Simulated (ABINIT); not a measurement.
Planning a run of ABINIT 10.8.3 on Li2SnF6 (P-31m). The input:

```
acell 3*1.0 Angstrom
rprim 
  4.909513934494 -0.000000000024 0.000000000000
  -2.454756967227 4.251763787517 0.000000000000
  0.000000000000 0.000000000000 4.538039080000
ntypat 3
znucl 3 50 9
natom 9
typat 1 1 2 3 3 3 3 3 3
xred 
  0.666666666667 0.333333333333 0.500000000000
  0.333333333333 0.666666666667 0.500000000000
  0.000000000000 0.000000000000 0.000000000000
  0.329091060000 0.329091060000 0.255027190000
  0.670908940000 0.670908940000 0.744972810000
  0.670908940000 0.000000000000 0.255027190000
  0.329091060000 0.000000000000 0.744972810000
  0.000000000000 0.670908940000 0.255027190000
  0.000000000000 0.329091060000 0.744972810000
pp_dirpath "pseudos"
pseudos "Li.upf, Sn.upf, F.upf"
ecut 36
ngkpt 3 3 2
nshiftk 1
shiftk 0 0 0
kptopt 1
chksymbreak 0
istwfk *1
occopt 1
irdwfk 1
optdriver 4
nband 62
gwcalctyp 0
ecutsigx 36
symsigma 0
nkptgw 2
kptgw 
  0.3333333333 0.0000000000 0.0000000000
  0.0000000000 0.0000000000 0.0000000000
bdgw 
  30 33
  29 33
ecuteps 3.2
irdscr 1
ppmodel 1
indata_prefix "in"
outdata_prefix "out"
tmpdata_prefix "tmp"
```

```sh
OMP_NUM_THREADS=1 mpirun -n 4 abinit run.abi > log
```

How long will it take on 4 MPI ranks of Arm Neoverse N1, shared host, and how much memory?

It took 15 s; on shared hardware allow 7.7 s to 31 s. Peak host memory was 0.81 GiB.

[Paths, hosts, dates, memory and timing lines, banners, echoed tables and standing remarks are left out of the program output.]

[Logs are printed without paths, hosts, clocks, repeated set-up lines and the standing remarks that a program may print on its own settings, such as how far it seeks lower states.]

[Runs of the session that timed out or met a known fault of the program may be left out.]

[Hosts, paths, dates, database ids (printed as entryN), source tags and the programs' standing remarks are cut or masked in the printed files.]

[G0W0 gaps are taken among the corrected bands and points alone; a level outside them can change the order at an edge.]

[Where Ansatz stands beside ABINIT at settings called matched, ABINIT's density can come from a denser mesh and the files from another edition; pairs whose starting gaps differed by over 0.03 eV were left out, so agreement reads better than it is.]
